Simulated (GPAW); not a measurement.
# How the form of the self-energy moves the gap of Ba2NF (R-3m), part 2 of 2

Aim: compare treatments of exchange, screening and correlation for the gap of Ba2NF (R-3m).

GPAW 26.7.0; LDA and many-body steps on it, plane waves. Known limits of the many-body steps: not at the basis limit; no spin-orbit coupling.

So far. Step 3 (G0W0, Godby-Needs plasmon pole): The gap on the mesh goes from 0.91 eV to 1.62 eV, a correction of +0.71 eV. Step 5 (G0W0, extrapolated in the cutoff): Against G0W0 in GPAW (4×4×4 mesh, 98 bands, screening to 60 eV, Godby-Needs plasmon pole), the gap moves by +0.281 eV.

### Step 6. One-shot PBE0

This step: one-shot PBE0 levels on LDA orbitals, plane waves, PAW.

Contents of run.py:

```python
import json
import numpy as np
from gpaw.mpi import world
from gpaw.hybrids.eigenvalues import non_self_consistent_eigenvalues

dft, vxc, vxc_hyb = non_self_consistent_eigenvalues('full.gpw', 'PBE0', 14, 18, kpt_indices=[0, 10])
res = {'dft': dft[0], 'hybrid': (dft - vxc + vxc_hyb)[0]}
if world.rank == 0:
    with open('hybrid.txt', 'w') as f:
        for k, e0, e1 in zip([0, 10], res['dft'], res['hybrid']):
            print(k, ' '.join(f'{x:9.4f}' for x in e0), '|', ' '.join(f'{x:9.4f}' for x in e1), file=f)

if world.rank == 0:
    with open('result.json', 'w') as f:
        json.dump(res, f, default=lambda x: x.tolist())
```

Run with:

```console
$ mpirun -n 4 gpaw python run.py
```

Numbers of over 12 decimals in the logs are rounded to 6 here.

Output:

```text
builder.py:213: UserWarning: The angles between your unit-cell vectors are 33.1, 33.1 and 33.1 degrees.  Results may be wrong!  Please Niggli-reduce your unit-cell so that the angles are closer to 90 degrees:

  from ase.build import niggli_reduce
  niggli_reduce(atoms)
  [... matrices ...]
  warnings.warn(
builder.py:213: UserWarning: The angles between your unit-cell vectors are 33.1, 33.1 and 33.1 degrees.  Results may be wrong!  Please Niggli-reduce your unit-cell so that the angles are closer to 90 degrees:

  from ase.build import niggli_reduce
  niggli_reduce(atoms)
  [... matrices ...]
  warnings.warn(
builder.py:213: UserWarning: The angles between your unit-cell vectors are 33.1, 33.1 and 33.1 degrees.  Results may be wrong!  Please Niggli-reduce your unit-cell so that the angles are closer to 90 degrees:

  from ase.build import niggli_reduce
  niggli_reduce(atoms)
  [... matrices ...]
  warnings.warn(
builder.py:213: UserWarning: The angles between your unit-cell vectors are 33.1, 33.1 and 33.1 degrees.  Results may be wrong!  Please Niggli-reduce your unit-cell so that the angles are closer to 90 degrees:

  from ase.build import niggli_reduce
  niggli_reduce(atoms)
  [... matrices ...]
  warnings.warn(
IBZ(<points: 13, symmetries: 12>)
Occupied bands: 16
Transforming wave functions from IBZ to BZ: 0.066 seconds
Distributing wave functions and iFFT-ing to real space: 0.583 seconds
Calculating eigenvalues:
  k-points: 2
  Bands: 14-17 (inclusive)
  Seconds: 3.520 (wave-function broadcasting: 0.014 seconds)
HSE06-eigenvalue shifts:
  min: -0.950 eV
  ave: 0.106 eV
  max: 1.269 eV
```

The job ended after 7.4 s (4 MPI ranks of Arm Neoverse V1, shared host; peak memory 1.9 GiB; 29 s of CPU time).

This step gave:

- starting gap on the mesh: 0.9100 eV
- hybrid gap on the mesh: 2.928 eV
- least direct hybrid gap on the computed points: 2.928 eV

### Step 7. G0W0, full frequency, Hilbert transform

This step: G0W0 on LDA, plane waves, PAW.

Contents of run.py:

```python
import json
import numpy as np
from gpaw.mpi import world
from gpaw.response.g0w0 import G0W0

gw = G0W0('full.gpw',
    filename='gw',
    kpts=[0, 10],
    bands=(14, 18),
    ecut=60,
    nbands=98,
    integrate_gamma='WS',
    frequencies={'type': 'nonlinear', 'domega0': 0.1, 'omega2': 15.0},
    eta=0.1,
    nblocksmax=True)
gw.calculate()
res = {mode: {k: v for k, v in r.items() if k != 'sigma_eskwn'}
       for mode, r in gw.all_results.items()}

if world.rank == 0:
    with open('result.json', 'w') as f:
        json.dump(res, f, default=lambda x: x.tolist())
```

Run with:

```console
$ mpirun -n 4 gpaw python run.py
```

Output:

```text
Using integrator: PointIntegrator
NonLinearFrequencyDescriptor(from 0.000 to 72.950 eV, 243 points)
Nonperiodic BCs:  [False False False]
Using integrator: PointIntegrator
NonLinearFrequencyDescriptor(from 0.000 to 72.950 eV, 243 points)
Nonperiodic BCs:  [False False False]
  ___  _ _ _
 |   || | | |
 | | || | | |
 |__ ||_____|
 |___|

BZ k-points: Symmetries present (total): 12

  [... matrices ...]
64 k-points: 4 x 4 x 4 Monkhorst-Pack grid + [1/8,1/8,1/8]
13 k-points in the irreducible part of the Brillouin zone
       k-points in crystal coordinates                weights
[...]
GW
  14   1.000   6.630 -15.514 -18.520   3.173  -0.441   0.694   6.746
  15   1.000   6.630 -15.514 -18.520   3.173  -0.441   0.694   6.746
  16   0.000   8.496 -10.729  -6.258  -3.432  -0.269   0.788   9.316
[...]
k-point 1 (10): (0.500, 0.500, 0.000)                GW
band       f     eps     vxc     exx   sigma  dsigma       Z      qp
                                                                   GW
[...]
16   0.000   7.909  -9.720  -5.183  -3.460  -0.268   0.789   8.758
  17   0.000  10.659 -13.955  -9.245  -3.237  -0.380   0.725  11.727
```

Wall time 4.1 min (4 MPI ranks); peak memory 2.7 GiB.

Numbers from this step:

```
G0W0 gap on the points computed              : 1.632 eV
least direct G0W0 gap on the computed points : 1.632 eV
starting gap on the mesh                     : 0.9100 eV
k of the valence top                         : 0.5, 0.5, 0
k of the conduction bottom                   : 0.5, 0.5, 0
```

Against G0W0 in GPAW (4×4×4 mesh, 98 bands, screening to 60 eV, Godby-Needs plasmon pole), the gap moves by +0.012 eV.

### Step 8. The runs together

Times are wall times on 4 MPI ranks of Arm Neoverse V1, shared host, good to a factor of about two.

```tsv
run	mesh	bands	screening cutoff (eV)	DFT gap (eV)	gap on the mesh (eV)	direct (eV)	time
G0W0, Godby-Needs plasmon pole	4×4×4	98	60	0.910	1.620	1.620	4.7 min
one-shot HSE06	4×4×4	-	-	0.910	2.191	2.191	9.6 s
G0W0, extrapolated in the cutoff	4×4×4	-	100	0.910	1.901	1.901	11 min
one-shot PBE0	4×4×4	-	-	0.910	2.928	2.928	7.4 s
G0W0, full frequency, Hilbert transform	4×4×4	98	60	0.910	1.632	1.632	4.1 min
```

### Step 9. Results

| Quantity | Value |
| --- | --- |
| G0W0, Godby-Needs plasmon pole | 1.620 eV |
| one-shot HSE06 | 2.191 eV |
| G0W0, extrapolated in the cutoff | 1.901 eV |
| one-shot PBE0 | 2.928 eV |
| G0W0, full frequency, Hilbert transform | 1.632 eV |
| known limits | not at the basis limit; no spin-orbit coupling |

What this shows: One-shot HSE06: +0.571 eV against G0W0, Godby-Needs plasmon pole. G0W0, extrapolated in the cutoff: +0.281 eV against G0W0, Godby-Needs plasmon pole, at other bands or cutoff, so not like for like. One-shot PBE0: +1.308 eV against G0W0, Godby-Needs plasmon pole. G0W0, full frequency, Hilbert transform: +0.012 eV against G0W0, Godby-Needs plasmon pole. One-shot hybrid levels are evaluated on the LDA orbitals. Bands and cutoff are finite, so the gap is not at the basis limit. The miss can reach some tenths of an eV and take either sign; the mesh is an error of its own. These stock PAW sets were not made for GW. In the G0W0 runs levels were corrected at 2 k points alone, so a gap called «on the mesh» is the least over those, and an edge elsewhere would be missed. The program warns of a poor linear fit in the extrapolation of some level, so the extrapolated values are rough. The many-body steps are scalar-relativistic: spin-orbit coupling is not in them.

[Paths, hosts, dates, memory and timing lines, banners, echoed tables and standing remarks are left out of the program output.]

[Logs are printed without paths, hosts, clocks, repeated set-up lines and the standing remarks that a program may print on its own settings, such as how far it seeks lower states.]

[Runs of the session that timed out or met a known fault of the program may be left out.]

[Hosts, paths, dates, database ids (printed as entryN), source tags and the programs' standing remarks are cut or masked in the printed files.]
